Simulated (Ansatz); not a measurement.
# P chain started as a dimerised line: one chain at several levels of theory, part 3 of 3

Aim: how far do the period, the moment and the conductance of the P chain started as a dimerised line depend on the functional, the datasets and spin-orbit coupling, and at what cost?

Ansatz 0.2.0; DFT PBE, plane waves, PAW; relaxation of a chain's period (the session's first sound run).

So far, conductance of the lead as this run defines it (G₀): 3.00 in steps 3, 5 and 7.

### 8. The relaxed wire

This step: DFT LDA, plane waves, PAW; relaxation of a chain's period (Ansatz 0.2.0).

The relaxation is repeated under another functional. LDA has no gradient terms and tends to overbind, so it marks the short end of the likely bond lengths.

The input, input.yaml:

```yaml
crystal:
  lattice:
    - [7.5, 0.0, 0.0]
    - [0.0, 7.5, 0.0]
    - [0.0, 0.0, 4.066]
  atoms:
    - { symbol: P, position: [0.5, 0.5, 0.0], spin: 0.3 }
    - { symbol: P, position: [0.5, 0.5, 0.45], spin: 0.3 }
magnetization:
  spin_polarized: true
kpoints:
  mp_grid: { grid: [1, 1, 20] }
scf:
  occupations: { method: fermi_dirac, width: 0.05 }
hamiltonian:
  xc: lda
relax:
  cell: { fix: [a, b, alpha, beta, gamma] }
  max_steps: 60
```

The run is started by

```
$ ansatz run input.yaml --threads 4 --pin off --max-ram 8192MiB --backend cpu --events-out ev --progress --plain --runs-dir out
```

Numbers of over 12 decimals in the logs are rounded to 6 here.

The log of the run:

```text
[...]
Crystal: 2 atoms, lattice volume = 228.712 Å³
Basis set: ecut = 420 eV, 4469 PW (Γ)
Bands: 10, of which v1, the nominal top of the filled ones, is band 5 counted from 1 (4 counted from 0)
Symmetry: 16 space group operations
[...]
k-points: 11 of 20
[...]
Starting moments: Σ|m| = 0.6 μB on 2 of 2 sites
[...]
0.000000       0.086477       0.000000
        0.000000       0.000000       0.039884
  P = ⅓ Tr σ = 0.0709 GPa (0.709 kbar)
--- Relaxed structure (5 steps of the walk, 5 accepted, 1 SCFs on fresh bases) ---
[...]
cell:  # Å, volume = 232.8933 Å³
    - [7.5, 0.0, 0.0]
    - [0.0, 7.5, 0.0]
    - [0.0, 0.0, 4.140325]
  atoms:
    - { symbol: P, position: [0.5, 0.5, -0.025036] }
    - { symbol: P, position: [0.5, 0.5, 0.475036] }
[key lines of the parts left out:]
SCF converged after 5 iterations
Magnetization: 0.0000 μB (5.0000 up, 5.0000 down)
Free energy (F): -1449.014085 eV
Fermi energy:    -3.607560 eV
```

Elapsed: 5.7 s, on 4 threads of Arm Neoverse V2, shared host; peak memory 0.41 GiB.

Relaxation path:

```csv
step,energy less that of the first step (eV),largest force component (eV/Å),pressure (GPa),volume (Å³)
1,0.0000,5.8433,2.44,228.71
2,-0.4666,1.6178,0.50,235.25
3,-0.5183,0.8904,0.09,236.60
4,-0.5640,0.0119,-0.10,234.35
5,-0.5662,0.0050,0.07,232.89
6*,-0.5665,0.0050,0.07,232.89
```

Relaxation steps marked * repeat the geometry before them on a plane-wave basis chosen anew for their cell, so energy and pressure can jump there.

Forces are held to the 16 operations that the run works with; a distortion that breaks them can't arise in this run.

```csv
cell as run,before,after,change
c (Å),4.066,4.140,+1.8 %
```

The atoms that moved most (Å, along periodic axes as changes of fractional coordinates times the final cell, across vacuum about the mean position):

```csv
atom,dx,dy,dz,length
P1,0.000,0.000,-0.104,0.104
P2,0.000,0.000,0.104,0.104
```

The relaxed structure:

```xyz
2
Lattice="7.5000 0.0000 0.0000 0.0000 7.5000 0.0000 0.0000 0.0000 4.1403" Properties=species:S:1:pos:R:3
P     3.7500    3.7500   -0.1037
P     3.7500    3.7500    1.9668
```

The cell's length comes to 4.140 Å, -1.8 % against the first run, with no moment. The two atoms stand evenly on a line, so the true period is half of it.

### 9. The wire at its relaxed period, level LDA, k-mesh 1×1×20

This step: DFT LDA, plane waves, PAW; channels and complex bands of a perfect chain (Ansatz 0.2.0).

The channels are counted again under LDA, at the period that it gave.

The input, input.yaml:

```yaml
crystal:
  lattice:
    - [7.5, 0.0, 0.0]
    - [0.0, 7.5, 0.0]
    - [0.0, 0.0, 4.1403251137]
  atoms:
    - { symbol: P, position: [0.5, 0.5, 0.974963983] }
    - { symbol: P, position: [0.5, 0.5, 0.475036017] }
kpoints:
  mp_grid: { grid: [1, 1, 20] }
  band_path: { path: ["Γ", Z], npoints: 60 }
scf:
  occupations: { method: fermi_dirac, width: 0.05 }
hamiltonian:
  xc: lda
output:
  transmission:
    e_range: [-2, 2]
    de: 0.035
    kmesh: [1, 1]
    reduced_basis: true
    leads: [[0, 0]]
  dos: { projected: true, e_range: [-6, 4] }
```

The log of the run:

```text
[...]
Crystal: 2 atoms, lattice volume = 232.893 Å³
Basis set: ecut = 420 eV, 4541 PW (Γ)
Bands: 9, of which v1, the nominal top of the filled ones, is band 5 counted from 1 (4 counted from 0)
Symmetry: 16 space group operations
[...]
k-points: 11 of 20
[...]
Fermi energy:    -3.607470 eV
[...]
--- Band table (eV; the first three rows and the last of 11) ---
[...]
--- Transmission ---
  basis      : 497 plane waves across, 6 finite elements along
  points     : 1, standing for a mesh of 1 x 1
[...]
crystal 0  : P2, at the sites [0, 0], period 4.1403 Å: whole cells are its period
[...]
filled         : 5.9 meV over the level at which it is neutral
    channels       : 3.000000e0 a spin
[...]
[key lines of the parts left out:]
SCF converged after 6 iterations
Free energy (F): -1449.014085 eV
```

It took 9.1 s on 4 threads; peak memory 0.45 GiB.

At the computed energy nearest the Fermi level there are 3 channels a spin, and the thermal average gives 3.00 G₀.

### 10. Side by side

Times are for 4 threads of Arm Neoverse V2, shared host. The runs compared:

```csv
no.,level,conductance of the lead as this run defines it (G₀),time,memory (GiB)
1,PBE,3.000,9.1 s,0.46
2,RPBE,3.000,10 s,0.47
3,PBEsol,3.000,9.2 s,0.46
4,LDA,3.000,9.1 s,0.45
```

The runs together. The open channels of the lead, PBE = RPBE = PBEsol = LDA stays at 3 for energy from -2 to 1.99 eV.

### 11. The relaxed wire, cutoff 840 eV

This step: DFT PBE, plane waves, PAW (JTH); relaxation of a chain's period (Ansatz 0.2.0).

The same functional on other atomic datasets tests how far the result hangs on the treatment of the cores. Against the first PBE run of this kind, the cutoff is 840 eV against 420.

The input, input.yaml:

```yaml
crystal:
  lattice:
    - [7.5, 0.0, 0.0]
    - [0.0, 7.5, 0.0]
    - [0.0, 0.0, 4.066]
  atoms:
    - { symbol: P, position: [0.5, 0.5, 0.0], spin: 0.3 }
    - { symbol: P, position: [0.5, 0.5, 0.45], spin: 0.3 }
magnetization:
  spin_polarized: true
kpoints:
  mp_grid: { grid: [1, 1, 20] }
scf:
  occupations: { method: fermi_dirac, width: 0.05 }
hamiltonian:
  xc: pbe
  pseudopotentials: { kind: paw, source: jth }
relax:
  cell: { fix: [a, b, alpha, beta, gamma] }
  max_steps: 60
```

The log of the run:

```text
[...]
0.000000       0.088458       0.000000
        0.000000       0.000000       0.048509
  P = ⅓ Tr σ = 0.0751 GPa (0.751 kbar)
--- Relaxed structure (6 steps of the walk, 6 accepted, 1 SCFs on fresh bases) ---
[...]
cell:  # Å, volume = 236.7598 Å³
    - [7.5, 0.0, 0.0]
    - [0.0, 7.5, 0.0]
    - [0.0, 0.0, 4.209063]
  atoms:
    - { symbol: P, position: [0.5, 0.5, -0.025000] }
    - { symbol: P, position: [0.5, 0.5, 0.475000] }
[key lines of the parts left out:]
SCF converged after 5 iterations
Magnetization: -0.0000 μB (5.0000 up, 5.0000 down)
Free energy (F): -1508.815488 eV
Fermi energy:    -3.510572 eV
```

The job ended after 19 s (4 threads; peak memory 0.73 GiB).

The cell's length comes to 4.209 Å, -0.1 % against the first run, with no moment. The two atoms stand evenly on a line, so the true period is half of it.

### 12. Relaxing the period

This step: DFT PBE, plane waves, PAW; relaxation of a chain's period (Ansatz 0.2.0).

No moment formed, so a run without spin should agree; this checks it and saves time.

input.yaml, the sections that differ from step 11:

```yaml
crystal:
  lattice:
    - [7.5, 0.0, 0.0]
    - [0.0, 7.5, 0.0]
    - [0.0, 0.0, 4.066]
  atoms:
    - { symbol: P, position: [0.5, 0.5, 0.0] }
    - { symbol: P, position: [0.5, 0.5, 0.45] }
hamiltonian:
  xc: pbe
# kpoints, scf, relax: as in step 11
# magnetization: removed
```

The log of the run:

```text
[...]
Crystal: 2 atoms, lattice volume = 228.712 Å³
Basis set: ecut = 420 eV, 4469 PW (Γ), exchange–correlation on 108×108×60 points (8 copies of the dense FFT grid, shifted against one another)
Bands: 9, of which v1, the nominal top of the filled ones, is band 5 counted from 1 (4 counted from 0)
Symmetry: 16 space group operations
[...]
k-points: 11 of 20
[...]
0.088770       0.000000       0.000000
        0.000000       0.088770       0.000000
        0.000000       0.000000       0.011644
  P = ⅓ Tr σ = 0.0631 GPa (0.631 kbar)
--- Relaxed structure (7 steps of the walk, 7 accepted, 1 SCFs on fresh bases) ---
[...]
cell:  # Å, volume = 237.1039 Å³
    - [7.5, 0.0, 0.0]
    - [0.0, 7.5, 0.0]
    - [0.0, 0.0, 4.215180]
  atoms:
    - { symbol: P, position: [0.5, 0.5, -0.025006] }
    - { symbol: P, position: [0.5, 0.5, 0.475006] }
[key lines of the parts left out:]
SCF converged after 4 iterations
Free energy (F): -1509.015233 eV
Fermi energy:    -3.511645 eV
```

Elapsed: 3.2 s, on 4 threads; peak memory 0.4 GiB; 11 s of CPU time.

The cell's length comes to 4.215 Å, +0.0 % against the first run, with spin left out. The two atoms stand evenly on a line, so the true period is half of it.

### 13. The series together

Times are for 4 threads of Arm Neoverse V2, shared host. The series side by side:

```csv
no.,level,cell length along the wire (Å),time,memory (GiB)
1,PBE,4.215,8.8 s,0.45
2,RPBE,4.254,8.9 s,0.45
3,PBEsol,4.164,7.6 s,0.45
4,LDA,4.140,5.7 s,0.41
5,"PBE, JTH files",4.209,19 s,0.73
6,"PBE, no spin",4.215,3.2 s,0.4
```

### 14. Two-component spinors

This step: DFT PBE, plane waves, fully relativistic PAW; channels of a perfect chain with spin-orbit coupling (Ansatz 0.2.0).

Spin-orbit coupling mixes the spins and splits bands that cross or touch without it, so it can open or close channels. Fully relativistic datasets take the place of the scalar ones. The window is narrow, since spinor matrices are twice as large.

The input, input.yaml:

```yaml
crystal:
  lattice:
    - [7.5, 0.0, 0.0]
    - [0.0, 7.5, 0.0]
    - [0.0, 0.0, 4.2151607679]
  atoms:
    - { symbol: P, position: [0.5, 0.5, 0.97499968] }
    - { symbol: P, position: [0.5, 0.5, 0.47500032] }
kpoints:
  mp_grid: { grid: [1, 1, 19] }
  band_path: { path: ["Γ", Z], npoints: 60 }
scf:
  occupations: { method: fermi_dirac, width: 0.05 }
hamiltonian:
  xc: pbe
  pseudopotentials: { kind: paw_fr }
output:
  transmission:
    e_range: [-0.42, 0.42]
    de: 0.035
    kmesh: [1, 1]
    reduced_basis: false
    leads: [[0, 0]]
magnetization:
  noncollinear: true
  spin_orbit: true
```

The log of the run:

```text
[...]
non-collinear run that drives no moment, with spin-orbit: no starting moment large enough to seed its density (crystal.atoms[].spin), no starting occupations that ask for one, no magnetisation constraint and no magnetic field, so the semilocal B_xc is pinned to zero
Crystal: 2 atoms, lattice volume = 237.103 Å³
Basis set: ecut = 420 eV, 4615 PW (Γ)
Bands: 18, of which v1, the nominal top of the filled ones, is band 10 counted from 1 (9 counted from 0)
Symmetry: 32 space group operations + 32 with time reversal
[...]
k-points: 10 of 19
Projection manifold: j_resolved (fully-relativistic pseudo-atomic orbitals)
[...]
SCF iter   1: F=—  HF=-1509.149001 eV  |F-HF|=—  |Δ(HF+E_count)|=         —  Δρ=8.88e-3  dr2=2.61e-1  dr2_m=0.00e0 (ungated)  ethr=2.55e-3  |M|=0.00e0 ∫|m|=0.00e0 μB  |m|>n=0.0e0 m-floor=0.0e0 τ_xc=0.0e0  β_m=1.00  ⟨swp⟩=1.0  Hψ=883  notcnv=0
[...]
spin=Noncollinear: LDOS preconditioning applied to the charge; magnetization (m_x, m_y, m_z) channels mix plain (no charge-response kernel on spin).
SCF iter   2: F=—  HF=-1509.044341 eV  |F-HF|=—  |Δ(HF+E_count)|=   1.05e-1  Δρ=2.83e-3  dr2=1.59e-2  dr2_m=0.00e0 (ungated)  ethr=2.55e-3  |M|=0.00e0 ∫|m|=0.00e0 μB  |m|>n=0.0e0 m-floor=0.0e0 τ_xc=0.0e0  β_m=0.56  ⟨swp⟩=2.7  Hψ=192  notcnv=0
[...]
SCF iter   6: F=-1509.041782 eV  HF=-1509.041782 eV  |F-HF|=1.12e-8  |Δ(HF+E_count)|=   3.78e-7  Δρ=1.76e-6  dr2=4.13e-9  dr2_m=0.00e0 (ungated)  ethr=1.00e-9  |M|=0.00e0 ∫|m|=0.00e0 μB  |m|>n=0.0e0 m-floor=0.0e0 τ_xc=0.0e0  ⟨swp⟩=6.4  Hψ=457  notcnv=0
SCF 1 converged in 6 iterations: F = -1509.041782 eV  dr2 = 4.13e-9
[...]
transmission: 6 of 6 steps passed
SCF converged after 6 iterations
Magnetization: |M| = 0.0000 μB,  M = (+0.0000, +0.0000, +0.0000) μB
Absolute magnetization: 0.0000 μB (∫|m|)
  site 0: m = (+0.0000, +0.0000, +0.0000) μB, |m| = 0.0000 μB  (R = 0.87 Å)
  site 1: m = (+0.0000, +0.0000, +0.0000) μB, |m| = 0.0000 μB  (R = 0.87 Å)
Free energy (F): -1509.041782 eV
[...]
Internal energy: -1509.038573 eV  (E = F + TS)
E sigma→0 (E₀):  -1509.040178 eV
Entropy (-TS):   -0.003209 eV (-1.604 meV/atom)
Fermi energy:    -3.494993 eV
[...]
--- Band table (eV; the first three rows and the last of 10) ---
  k-point 0: bands = [... 6 lower, -6.2256, -6.2256, -6.1926, -6.1926, -0.0986, -0.0986, -0.0479, -0.0479, ... 4 higher]
  k-point 1: bands = [... 6 lower, -6.2047, -6.2047, -6.1716, -6.1716, -0.2573, -0.2573, -0.2089, -0.2089, ... 4 higher]
  k-point 2: bands = [... 6 lower, -6.1419, -6.1419, -6.1089, -6.1089, -0.6532, -0.6532, -0.6089, -0.6089, ... 4 higher]
  k-point 9: bands = [... 6 lower, -4.5101, -4.5101, -4.1546, -4.1546, -4.1204, -4.1204, -0.5039, -0.5039, ... 4 higher]
--- Transmission ---
  basis      : 497 plane waves across, 6 finite elements along
  points     : 1, standing for a mesh of 1 x 1
[...]
crystal 0  : P2, at the sites [0, 0], period 4.2152 Å: whole cells are its period
[...]
filled         : 39.2 meV over the level at which it is neutral
    channels       : 6.000000e0 of both spins
[...]
```

The job ended after 4.6 min (4 threads; peak memory 5 GiB; 17 min of CPU time).

Numbers from this step:

```yaml
energy_at_zero_smearing: -1509.0402 eV
channels_at_the_energy_nearest_the_fermi_level_both_spins: 6
```

The open channels of the lead, both spins stays at 6 for energy from -0.42 to 0.42 eV.

The slowest values at each energy, most degenerate partners merged, listed up to 1.5 1/Å. The Im kz of the slowest decaying states by energy, zero at the Fermi level:

```csv
energy (eV),decay 1 (Å⁻¹),decay 2 (Å⁻¹),decay 3 (Å⁻¹),decay 4 (Å⁻¹)
-0.420,1.07,1.25,1.35,1.42
-0.385,1.06,1.25,1.35,1.42
-0.350,1.06,1.24,1.34,1.41
-0.315,1.05,1.24,1.34,1.41
-0.280,1.05,1.24,1.34,1.41
-0.245,1.05,1.23,1.33,1.40
-0.210,1.04,1.23,1.33,1.40
-0.175,1.04,1.22,1.33,1.40
-0.140,1.03,1.22,1.32,1.39
-0.105,1.03,1.22,1.32,1.39
-0.070,1.02,1.21,1.32,1.39
-0.035,1.02,1.21,1.31,1.38
0.000,1.01,1.21,1.31,1.38
0.035,1.01,1.20,1.31,1.38
0.070,1.00,1.20,1.30,1.37
0.105,1.000,1.19,1.30,1.37
0.140,0.995,1.19,1.30,1.37
0.175,0.991,1.19,1.29,1.36
0.210,0.986,1.18,1.29,1.36
0.245,0.981,1.18,1.28,1.36
0.280,0.976,1.17,1.28,1.35
0.315,0.972,1.17,1.28,1.35
0.350,0.967,1.17,1.27,1.35
0.385,0.962,1.16,1.27,1.34
0.420,0.957,1.16,1.27,1.34
```

Electronic bands along the path, in eV, zero at the Fermi level:

```csv
point,band 5,band 6,band 9,band 10,band 11,band 12,band 13,band 14
Γ,-4.16,-4.16,-2.70,-2.70,3.40,3.40,3.45,3.45
halfway,-2.26,-2.26,-0.92,-0.92,1.38,1.38,1.42,1.42
Z,-0.86,-0.86,-0.83,-0.83,-0.83,-0.83,3.42,3.42
```

At the computed energy nearest the Fermi level there are 6 spinor channels, and the thermal average gives 3.00 G₀.

### 15. The same system on other settings

This step: DFT PBE, plane waves, PAW; channels and complex bands of a perfect chain; changed: output.transmission.temperature = 0, scf.max_iter = 100 (Ansatz 0.2.0).

The input of the run on the perfect lead (PBE) is made doubtful on purpose. The ELF is not written this time.

input.yaml, the sections that differ from step 14:

```yaml
scf:
  occupations: { method: fermi_dirac, width: 0.05 }
  max_iter: 100
hamiltonian:
  xc: pbe
output:
  transmission:
    e_range: [-2, 2]
    de: 0.035
    kmesh: [1, 1]
    reduced_basis: true
    leads: [[0, 0]]
    temperature: 0
  dos: { projected: true, e_range: [-6, 4] }
  write_potential: true
  write_density: true
  volumetric_format: npy
# crystal, kpoints: as in step 14
# magnetization: removed
```

The log of the run:

```text
Error: invalid value for `output.transmission.temperature`: must be finite and ≥ 1.2; got 0 K
```

Elapsed: 0.03 s, on 4 threads; peak memory 0.07 GiB.

The program refused the input before any cycle.

The program's message: “Error: invalid value for `output.transmission.temperature`: must be finite and ≥ 1.2; got 0 K”

The change that led to it: output.transmission.temperature = 0.

### 16. A varied input

This step: DFT PBE, plane waves, PAW; channels and complex bands of a perfect chain; changed: basis.ecutwfc = "22.0 Ry", crystal.symmetry = {"detect": false} (Ansatz 0.2.0).

The atoms of the run on the perfect lead (PBE) are kept and the input is varied, to see whether the result depends on it. The ELF is not written this time.

Changes to input.yaml since step 15:

```diff
@@ -8,2 +8,3 @@
     - { symbol: P, position: [0.5, 0.5, 0.47500032] }
+  symmetry: { detect: false }
 kpoints:
@@ -13,3 +14,2 @@
   occupations: { method: fermi_dirac, width: 0.05 }
-  max_iter: 100
 hamiltonian:
@@ -23,3 +23,2 @@
     leads: [[0, 0]]
-    temperature: 0
   dos: { projected: true, e_range: [-6, 4] }
@@ -28 +27,3 @@
   volumetric_format: npy
+basis:
+  ecutwfc: "22.0 Ry"
```

The log of the run:

```text
Warning: basis.ecutwfc = 299.325248705868 eV is below the records' recommended 420 eV, and the density's cutoff is lower with it unless basis.ecutrho_ratio is high enough to keep the records' density cutoff: compare with a run at a higher cutoff
[...]
Crystal: 2 atoms, lattice volume = 237.103 Å³
Basis set: ecut = 299.325248705868 eV, 2751 PW (Γ)
Bands: 9, of which v1, the nominal top of the filled ones, is band 5 counted from 1 (4 counted from 0)
Symmetry: 1 space group operations
k-points: 10 of 19 (time reversal used)
[...]
SCF iter   1: F=—  HF=-1508.935502 eV  |F-HF|=—  |Δ(HF+E_count)|=         —  Δρ=1.52e-3  dr2=4.22e-3  ethr=1.77e-3  ⟨swp⟩=6.1  Hψ=729  notcnv=0
[...]
SCF iter   6: F=-1508.952425 eV  HF=-1508.952425 eV  |F-HF|=3.47e-9  |Δ(HF+E_count)|=   8.75e-8  Δρ=1.60e-6  dr2=1.17e-8  ethr=1.00e-9  ⟨swp⟩=3.3  Hψ=407  notcnv=0
SCF 1 converged in 6 iterations: F = -1508.952425 eV  dr2 = 1.17e-8
[...]
transmission: 5 of 30 steps passed
transmission: 10 of 30 steps passed
[...]
transmission: 30 of 30 steps passed
[...]
SCF converged after 6 iterations
Free energy (F): -1508.952425 eV
[...]
Internal energy: -1508.949426 eV  (E = F + TS)
E sigma→0 (E₀):  -1508.950926 eV
Entropy (-TS):   -0.002999 eV (-1.500 meV/atom)
Fermi energy:    -3.494894 eV
[...]
--- Band table (eV; the first three rows and the last of 10) ---
[...]
--- Transmission ---
  basis      : 349 plane waves across, 5 finite elements along
  points     : 1, standing for a mesh of 1 x 1
[...]
crystal 0  : P2, at the sites [0, 0], period 4.2152 Å: whole cells are its period
[...]
filled         : 41.5 meV over the level at which it is neutral
    channels       : 3.000000e0 a spin
[...]
```

Run time: 7.5 s. Hardware: 4 threads; peak memory 0.4 GiB; 25 s of CPU time.

Residual by cycle:

cycle, log10 residual and a bar from the least value:
```
        1       -2.4 ##############################
        2       -3.1 ##########################
        3       -4.9 ################
        4       -6.5 ########
        5       -6.5 ########
        6       -7.9
```

The run finished with changed settings (basis.ecutwfc = "22.0 Ry" and crystal.symmetry = {"detect": false}); it serves as a test.

### 17. Results

| Item | Value |
| --- | --- |
| cell length, PBE | 4.215 Å |
| cell length, RPBE | 4.254 Å |
| cell length, PBEsol | 4.164 Å |
| cell length, LDA | 4.140 Å |
| cell length, PBE, JTH files | 4.209 Å |
| cell length, PBE, no spin | 4.215 Å |
| conductance, PBE | 3.00 G₀ |
| conductance, RPBE | 3.00 G₀ |
| conductance, PBEsol | 3.00 G₀ |
| conductance, LDA | 3.00 G₀ |
| conductance, with spin-orbit coupling | 3.00 G₀ |

**Reading.** Under PBE the cell's length is 4.22 Å, no moment survives, and it is a metal with 3 channels a spin next to the Fermi level, 3.00 G₀ at 300 K. The cell's length spans 2.7 % over the functionals, shortest under LDA and longest under RPBE. A perfect wire passes every open channel, so the conductance counts half a G₀ for each forward-moving state at the Fermi level, spin by spin. At the relaxed period it is a straight line with bonds of 2.11 Å, as the straight start enforces by symmetry. Transport is coherent and elastic here: the atoms are frozen, so scattering by vibrations plays no part.

[Logs are printed without paths, hosts, clocks, repeated set-up lines and the standing remarks that a program may print on its own settings, such as how far it seeks lower states.]

[Hosts, paths, dates, database ids (printed as entryN), source tags and the programs' standing remarks are cut or masked in the printed files.]
